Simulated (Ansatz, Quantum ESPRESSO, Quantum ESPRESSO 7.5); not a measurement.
# Work-function anisotropy of K

Wanted: work functions of K face by face, under two functionals.

Calculated with Quantum ESPRESSO 7.5; plane-wave DFT, PBE, GBRV ultrasoft pseudopotentials (geometry and cross-check by Ansatz 0.2.0 with PAW datasets; geometry under PBE).

**What experiment says.**

For K (polycrystalline sample, no single face), “Anisotropic work function of elemental crystals” (2019, arxiv:1902.07811) quotes earlier work: work function, loosely compared (polycrystalline sample, no single face) 2.29 eV.

Report form: the programs' logs are mostly left out.

## (1) Set-up

The cell holds 7 atoms: 7 K. Cell: a = 4.529 Å, b = 4.529 Å, c = 38.189 Å, α = 90.0°, β = 90.0°, γ = 70.5°. It derives from K. Vacuum lies along c.

## (2) Relaxation with Ansatz of (110)

A relaxation in Ansatz fixes the structure of this slab for the runs on it.

input.yaml

```yaml
crystal:
  lattice:
    - [3.6981684656, -2.615, 0.0]
    - [3.6981684656, 2.615, 0.0]
    - [0.0, 0.0, 38.1890107936]
  atoms:
    - { symbol: K, position: [0.0, 0.0, 0.2094843473] }
    - { symbol: K, position: [0.5, 0.5, 0.3063228982] }
    - { symbol: K, position: [0.0, 0.0, 0.4031614491] }
    - { symbol: K, position: [0.5, 0.5, 0.5] }
    - { symbol: K, position: [0.0, 0.0, 0.5968385509] }
    - { symbol: K, position: [0.5, 0.5, 0.6936771018] }
    - { symbol: K, position: [0.0, 0.0, 0.7905156527] }
kpoints:
  mp_grid: { grid: [8, 8, 1] }
hamiltonian:
  xc: pbe
scf:
  occupations: { method: fermi_dirac, width: 0.1 }
  convergence: { dr2_threshold: 1.0e-08 }
efield:
  axis: 3
  dipole_correction: true
  ramp_position: 0.97
  ramp_width: 0.04
relax:
  f_tol: 0.01
  constraints: [{ sites: [2, 3, 4] }]
output:
  write_potential: true
  write_density: true
  volumetric_format: npy
```

Run with:

```bash
> ansatz run input.yaml --threads 4 --pin off --max-ram 8192MiB --backend cpu --events-out ev --progress --plain --runs-dir out
```

The job ended after 15 s (4 threads of Arm Neoverse V2, shared host; peak memory 1.2 GiB).

The forces lay under the threshold from the start, so no ionic step was taken.

 Held were the atoms numbered 3, 4 and 5; the forces quoted are those on the free ones.

Read from the output:

- free energy: -10764.3077 eV
- energy at zero smearing: -10764.2112 eV
- smearing term TS: 0.1929 eV
- Fermi energy: 0.5517 eV
- symmetry operations: 4
- work function of the upper face: 2.389 eV
- work function of the lower face: 2.390 eV
- dipole along the normal: 9.03e-5 e·Å

## (3) Self-consistent run of (110), PBE

Both faces of the slab are alike, so a plain periodic cell serves and symmetry is kept.

Level of this step: plane-wave DFT, PBE, GBRV ultrasoft pseudopotentials (Quantum ESPRESSO 7.5).

110.pbe.in

```
&control
  prefix = '110.pbe'
  outdir = './out'
  pseudo_dir = './pseudo'
  calculation = 'scf'
  tprnfor = .true.
/
&system
  ibrav = 0
  nat = 7
  ntyp = 1
  ecutwfc = 40
  ecutrho = 200
  occupations = 'smearing'
  smearing = 'mv'
  degauss = 0.02
/
&electrons
  conv_thr = 1e-07
  mixing_beta = 0.4
  electron_maxstep = 120
  mixing_mode = 'local-TF'
/
ATOMIC_SPECIES
  K   39.0983  k_pbe_v1.4.uspp.F.UPF
CELL_PARAMETERS angstrom
  3.69816846560000 -2.61500000000000 0.00000000000000
  3.69816846560000 2.61500000000000 0.00000000000000
  0.00000000000000 0.00000000000000 38.18901079360000
ATOMIC_POSITIONS crystal
  K   0.000000000000 0.000000000000 0.209484347300
  K   0.500000000000 0.500000000000 0.306322898200
  K   0.000000000000 0.000000000000 0.403161449100
  K   0.500000000000 0.500000000000 0.500000000000
  K   0.000000000000 0.000000000000 0.596838550900
  K   0.500000000000 0.500000000000 0.693677101800
  K   0.000000000000 0.000000000000 0.790515652700
K_POINTS automatic
  8 8 1 0 0 0
```

Run with:

```bash
> OMP_NUM_THREADS=1 mpirun -n 4 pw.x -nk 4 -in 110.pbe.in > 110.pbe.out
```

It took 5.1 min on 4 MPI ranks; peak memory 1.6 GiB.

This step gave:

```
free energy  : -5427.2687 eV
Fermi energy : 0.5859 eV
```

## (4) Electrostatic potential of (110)

plot_num = 11 writes the bare and Hartree potential. It leaves out exchange and correlation, which fade slowly, so it flattens close to the surface.

110.pbe.pot.in

```
&inputpp
  prefix = '110.pbe'
  outdir = './out'
  filplot = '110.pbe.pot.dat'
  plot_num = 11
/
```

Run with:

```bash
> OMP_NUM_THREADS=1 mpirun -n 4 pp.x -in 110.pbe.pot.in > 110.pbe.pot.out
```

Run time: 1.3 s. Hardware: 4 MPI ranks; peak memory 0.22 GiB; 4.5 s of CPU time.

Numbers from this step:

| Item | Value |
| --- | --- |
| work function of the upper face | 2.367 eV |
| slope of the potential above | 0.005745 eV/Å |
| upper vacuum line continued to the top atoms, over the Fermi level | 2.337 eV |
| work function of the lower face | 2.368 eV |
| slope of the potential below | -0.003593 eV/Å |
| lower vacuum line continued to the bottom atoms, over the Fermi level | 2.348 eV |

The potential energy, planar mean oscillates, so the rows of the table below give means over windows of 3.71 Å about each position, cut where the curve ends. Its maxima inside the range that stand out by 2 % of the span (Å: eV): 9.9: 1.81, 13.6: 1.80, 17.3: 1.80, 20.9: 1.80, 24.6: 1.80, 28.3: 1.81. Its minima: 8.0: -7.88, 11.7: -7.82, 15.4: -7.82, 19.1: -7.84, 22.8: -7.82, 26.5: -7.82, 30.2: -7.88.

Electrostatic potential energy of an electron; zero at the Fermi level. Potential energy, planar mean against z; means over each step:

```
z (Å)  potential energy, planar mean (eV)
 1.85                                2.37
 5.56                                1.60
 9.27                               -1.26
12.98                               -1.23
16.69                               -1.23
20.40                               -1.24
24.11                               -1.23
27.82                               -1.23
31.53                              -0.793
35.24                                2.36
```

## (5) SCF with pw.x of (110), LDA

The same atoms under a second functional.

Level of this step: plane-wave DFT, LDA, GBRV ultrasoft pseudopotentials (Quantum ESPRESSO 7.5).

110.lda.in, as its differences from the input of step 3:

```diff
@@ -1,3 +1,3 @@
 &control
-  prefix = '110.pbe'
+  prefix = '110.lda'
   outdir = './out'
@@ -24,3 +24,3 @@
 ATOMIC_SPECIES
-  K   39.0983  k_pbe_v1.4.uspp.F.UPF
+  K   39.0983  k_lda_v1.4.uspp.F.UPF
 CELL_PARAMETERS angstrom
```

Run with:

```bash
> OMP_NUM_THREADS=1 mpirun -n 4 pw.x -nk 4 -in 110.lda.in > 110.lda.out
```

It took 5.3 min on 4 MPI ranks; peak memory 1.7 GiB.

Numbers from this step:

| Quantity | Value |
| --- | --- |
| free energy | -5424.6159 eV |
| Fermi energy | 0.405 eV |

## (6) Electrostatic potential of (110)

110.lda.pot.in

```
&inputpp
  prefix = '110.lda'
  outdir = './out'
  filplot = '110.lda.pot.dat'
  plot_num = 11
/
```

Run with:

```bash
> OMP_NUM_THREADS=1 mpirun -n 4 pp.x -in 110.lda.pot.in > 110.lda.pot.out
```

It took 1.2 s on 4 MPI ranks; peak memory 0.22 GiB; 4.2 s of CPU time.

Numbers from this step:

| Property | Result |
| --- | --- |
| work function of the upper face | 2.501 eV |
| slope of the potential above | 0.005072 eV/Å |
| upper vacuum line continued to the top atoms, over the Fermi level | 2.475 eV |
| work function of the lower face | 2.502 eV |
| slope of the potential below | -0.003146 eV/Å |
| lower vacuum line continued to the bottom atoms, over the Fermi level | 2.484 eV |

On (110) the work function under LDA lies +0.13 eV from PBE's.

## (7) Geometry from Ansatz of (100)

Level of this step: plane-wave DFT, PBE, Ansatz PAW (Ansatz 0.2.0).

System of this step: K(100), 5 layers. The cell holds 5 atoms: 5 K. Its edges and angles: a = 5.230 Å, b = 5.230 Å, c = 26.460 Å, α = 90.0°, β = 90.0°, γ = 90.0°. It derives from K. Vacuum lies along c.

input.yaml, the sections that differ from step 2:

```yaml
crystal:
  lattice:
    - [5.23, 0.0, 0.0]
    - [0.0, 5.23, 0.0]
    - [0.0, 0.0, 26.46]
  atoms:
    - { symbol: K, position: [0.0, 0.0, 0.3023431595] }
    - { symbol: K, position: [0.5, 0.5, 0.4011715797] }
    - { symbol: K, position: [0.0, 0.0, 0.5] }
    - { symbol: K, position: [0.5, 0.5, 0.5988284203] }
    - { symbol: K, position: [0.0, 0.0, 0.6976568405] }
kpoints:
  mp_grid: { grid: [6, 6, 1] }
relax:
  f_tol: 0.01
  constraints: [{ sites: [2] }]
# hamiltonian, scf, efield, output: as in step 2
```

Run with:

```bash
> ansatz run input.yaml --threads 4 --pin off --max-ram 8192MiB --backend cpu --events-out ev --progress --plain --runs-dir out
```

Wall time 13 s (4 threads); peak memory 0.84 GiB; 50 s of CPU time.

Relaxation path:

```
step  energy less that of the first step (eV)  largest force component (eV/Å)
   1                                   0.0000                          0.0258
   2                                  -0.0006                          0.0235
   3                                  -0.0031                          0.0067
   4                                  -0.0036                          0.0023
```

Forces are held to the 8 operations that the run works with; a distortion that breaks them can't arise in this run.

The atoms that moved most (Å):

```
atom     dx     dy      dz  length
  K1  0.000  0.000  -0.171   0.171
  K5  0.000  0.000   0.171   0.171
  K2  0.000  0.000  -0.063   0.063
  K4  0.000  0.000   0.063   0.063
```

 Held were the atoms numbered 3; the forces quoted are those on the free ones.

This step gave:

* free energy: -7688.5936 eV
* energy at zero smearing: -7688.5189 eV
* smearing term TS: 0.1494 eV
* Fermi energy: -0.1598 eV
* symmetry operations: 8
* work function of the upper face: 2.242 eV
* work function of the lower face: 2.243 eV
* dipole along the normal: 8.37e-5 e·Å

## (8) Self-consistent run of (100), PBE

Level of this step: plane-wave DFT, PBE, GBRV ultrasoft pseudopotentials (Quantum ESPRESSO 7.5).

100.pbe.in

```
&control
  prefix = '100.pbe'
  outdir = './out'
  pseudo_dir = './pseudo'
  calculation = 'scf'
  tprnfor = .true.
/
&system
  ibrav = 0
  nat = 5
  ntyp = 1
  ecutwfc = 40
  ecutrho = 200
  occupations = 'smearing'
  smearing = 'mv'
  degauss = 0.02
/
&electrons
  conv_thr = 1e-07
  mixing_beta = 0.4
  electron_maxstep = 120
  mixing_mode = 'local-TF'
/
ATOMIC_SPECIES
  K   39.0983  k_pbe_v1.4.uspp.F.UPF
CELL_PARAMETERS angstrom
  5.23000000000000 0.00000000000000 0.00000000000000
  0.00000000000000 5.23000000000000 0.00000000000000
  0.00000000000000 0.00000000000000 26.46000000000000
ATOMIC_POSITIONS crystal
  K   0.000000000000 0.000000000000 0.295888402243
  K   0.500000000000 0.500000000000 0.398795738573
  K   0.000000000000 0.000000000000 0.500000000000
  K   0.500000000000 0.500000000000 0.601204204651
  K   -0.000000000000 0.000000000000 0.704111475667
K_POINTS automatic
  6 6 1 0 0 0
```

Run with:

```bash
> OMP_NUM_THREADS=1 mpirun -n 4 pw.x -nk 2 -in 100.pbe.in > 100.pbe.out
```

Run time: 97 s. Hardware: 4 MPI ranks; peak memory 1.2 GiB.

This step gave:

```
free energy  : -3876.4175 eV
Fermi energy : -0.1221 eV
```

## (9) Potential by pp.x of (100)

100.pbe.pot.in

```
&inputpp
  prefix = '100.pbe'
  outdir = './out'
  filplot = '100.pbe.pot.dat'
  plot_num = 11
/
```

Run with:

```bash
> OMP_NUM_THREADS=1 mpirun -n 4 pp.x -in 100.pbe.pot.in > 100.pbe.pot.out
```

Elapsed: 1.2 s, on 4 MPI ranks; peak memory 0.21 GiB.

This step gave:

```
work function of the upper face                                       : 2.205 eV
slope of the potential above                                          : 0.003999 eV/Å
upper vacuum line continued to the top atoms, over the Fermi level    : 2.184 eV
work function of the lower face                                       : 2.205 eV
slope of the potential below                                          : -0.002850 eV/Å
lower vacuum line continued to the bottom atoms, over the Fermi level : 2.190 eV
```

Electrostatic potential energy of an electron; zero at the Fermi level. Potential energy, planar mean against z:

```
z (Å)  potential energy, planar mean (eV)
  0.0                                2.21
  0.5                                2.21
  1.0                                2.21
  1.5                                2.21
  2.0                                2.21
  2.5                                2.21
  3.0                                2.20
  3.5                                2.20
  4.0                                2.19
  4.5                                2.16
  5.0                                2.11
  5.5                                2.00
  6.0                                1.78
  6.5                                1.34
  7.0                               0.287
  7.5                               -3.23
  8.0                               -4.40
  8.5                              -0.418
  9.0                               0.972
  9.5                               0.878
 10.0                               -1.11
 10.5                               -4.68
 11.0                               -2.05
 11.5                               0.608
 12.0                               0.963
 12.5                             -0.0428
 13.0                               -3.81
 13.5                               -3.52
 14.0                               0.147
 14.5                               0.972
 15.0                               0.515
 15.5                               -2.40
 16.0                               -4.61
 16.5                              -0.827
 17.0                               0.925
 17.5                               0.934
 18.0                              -0.649
 18.5                               -4.56
 19.0                               -2.87
 19.5                               0.429
 20.0                                1.39
 20.5                                1.80
 21.0                                2.01
 21.5                                2.11
 22.0                                2.16
 22.5                                2.19
 23.0                                2.20
 23.5                                2.20
 24.0                                2.21
 24.5                                2.21
 25.0                                2.21
 25.5                                2.21
 26.0                                2.21
```

## (10) Ground state of (100), LDA

Level of this step: plane-wave DFT, LDA, GBRV ultrasoft pseudopotentials (Quantum ESPRESSO 7.5).

100.lda.in, as its differences from the input of step 8:

```diff
@@ -1,3 +1,3 @@
 &control
-  prefix = '100.pbe'
+  prefix = '100.lda'
   outdir = './out'
@@ -24,3 +24,3 @@
 ATOMIC_SPECIES
-  K   39.0983  k_pbe_v1.4.uspp.F.UPF
+  K   39.0983  k_lda_v1.4.uspp.F.UPF
 CELL_PARAMETERS angstrom
```

Run with:

```bash
> OMP_NUM_THREADS=1 mpirun -n 4 pw.x -nk 2 -in 100.lda.in > 100.lda.out
```

The job ended after 1.9 min (4 MPI ranks; peak memory 1.2 GiB; 7.5 min of CPU time).

Numbers from this step:

```
free energy  : -3874.4341 eV
Fermi energy : -0.2835 eV
```

## (11) Potential by pp.x of (100)

100.lda.pot.in

```
&inputpp
  prefix = '100.lda'
  outdir = './out'
  filplot = '100.lda.pot.dat'
  plot_num = 11
/
```

Run with:

```bash
> OMP_NUM_THREADS=1 mpirun -n 4 pp.x -in 100.lda.pot.in > 100.lda.pot.out
```

Elapsed: 1.1 s, on 4 MPI ranks; peak memory 0.21 GiB; 4 s of CPU time.

This step gave:

* work function of the upper face: 2.333 eV
* slope of the potential above: 0.003569 eV/Å
* upper vacuum line continued to the top atoms, over the Fermi level: 2.314 eV
* work function of the lower face: 2.333 eV
* slope of the potential below: -0.002529 eV/Å
* lower vacuum line continued to the bottom atoms, over the Fermi level: 2.319 eV

On (100) the work function under LDA lies +0.13 eV from PBE's.

## (12) Geometry from Ansatz of (111)

Level of this step: plane-wave DFT, PBE, Ansatz PAW (Ansatz 0.2.0).

System of this step: K(111), 9 layers. The cell holds 9 atoms: 9 K. Cell: a = 7.396 Å, b = 7.396 Å, c = 28.078 Å, α = 90.0°, β = 90.0°, γ = 60.0°. It derives from K. Vacuum lies along c.

input.yaml, the sections that differ from step 7:

```yaml
crystal:
  lattice:
    - [7.3963369312, 0.0, 0.0]
    - [3.6981684656, 6.4054156774, 0.0]
    - [0.0, 0.0, 28.0781676314]
  atoms:
    - { symbol: K, position: [0.3333333333, 0.3333333333, 0.2849188774] }
    - { symbol: K, position: [0.6666666667, 0.6666666667, 0.338689158] }
    - { symbol: K, position: [0.0, 0.0, 0.3924594387] }
    - { symbol: K, position: [0.3333333333, 0.3333333333, 0.4462297193] }
    - { symbol: K, position: [0.6666666667, 0.6666666667, 0.5] }
    - { symbol: K, position: [0.0, 0.0, 0.5537702807] }
    - { symbol: K, position: [0.3333333333, 0.3333333333, 0.6075405613] }
    - { symbol: K, position: [0.6666666667, 0.6666666667, 0.661310842] }
    - { symbol: K, position: [0.0, 0.0, 0.7150811226] }
relax:
  f_tol: 0.01
  constraints: [{ sites: [2, 3, 4, 5, 6] }]
# kpoints, hamiltonian, scf, efield, output: as in step 7
```

Run with:

```bash
> ansatz run input.yaml --threads 4 --pin off --max-ram 8192MiB --backend cpu --events-out ev --progress --plain --runs-dir out
```

Run time: 30 s. Hardware: 4 threads; peak memory 1.7 GiB; 1.9 min of CPU time.

Relaxation path:

```
step  energy less that of the first step (eV)  largest force component (eV/Å)
   1                                   0.0000                          0.0246
   2                                  -0.0007                          0.0225
   3                                  -0.0036                          0.0018
```

Forces are held to the 6 operations that the run works with; a distortion that breaks them can't arise in this run.

The atoms that moved most (Å):

```
atom     dx     dy      dz  length
  K1  0.000  0.000   0.111   0.111
  K9  0.000  0.000  -0.111   0.111
  K2  0.000  0.000   0.075   0.075
  K8  0.000  0.000  -0.075   0.075
```

Final coordinates:

```cif
data_structure
_symmetry_space_group_name_H-M 'P 1'
_symmetry_Int_Tables_number 1
_cell_length_a 7.3963
_cell_length_b 7.3963
_cell_length_c 28.0782
_cell_angle_alpha 90.000
_cell_angle_beta 90.000
_cell_angle_gamma 60.000
_cell_volume 1330.25
loop_
_atom_site_label
_atom_site_type_symbol
_atom_site_fract_x
_atom_site_fract_y
_atom_site_fract_z
_atom_site_occupancy
K1 K 0.33333 0.33333 0.28888 1
K2 K 0.66667 0.66667 0.34135 1
K3 K 0.00000 0.00000 0.39246 1
K4 K 0.33333 0.33333 0.44623 1
K5 K 0.66667 0.66667 0.50000 1
K6 K 0.00000 0.00000 0.55377 1
K7 K 0.33333 0.33333 0.60754 1
K8 K 0.66667 0.66667 0.65865 1
K9 K 0.00000 0.00000 0.71112 1
```

 Held were the atoms numbered 3, 4, 5, 6 and 7; the forces quoted are those on the free ones.

This step gave:

```
free energy                     : -13839.3740 eV
energy at zero smearing         : -13839.2452 eV
smearing term TS                : 0.2576 eV
Fermi energy                    : -0.1856 eV
symmetry operations             : 6
work function of the upper face : 2.212 eV
work function of the lower face : 2.212 eV
dipole along the normal         : 4.94e-5 e·Å
```

(Part 1 of 2 ends here.)

[Logs are printed without paths, hosts, clocks, repeated set-up lines and the standing remarks that a program may print on its own settings, such as how far it seeks lower states.]

[Hosts, paths, dates, database ids (printed as entryN), source tags and the programs' standing remarks are cut or masked in the printed files.]

[Maps of the electrostatic potential energy from Ansatz leave out the sawtooth potential of an applied field or a dipole correction, so their vacuum need not be flat; planar profiles and work functions include it.]
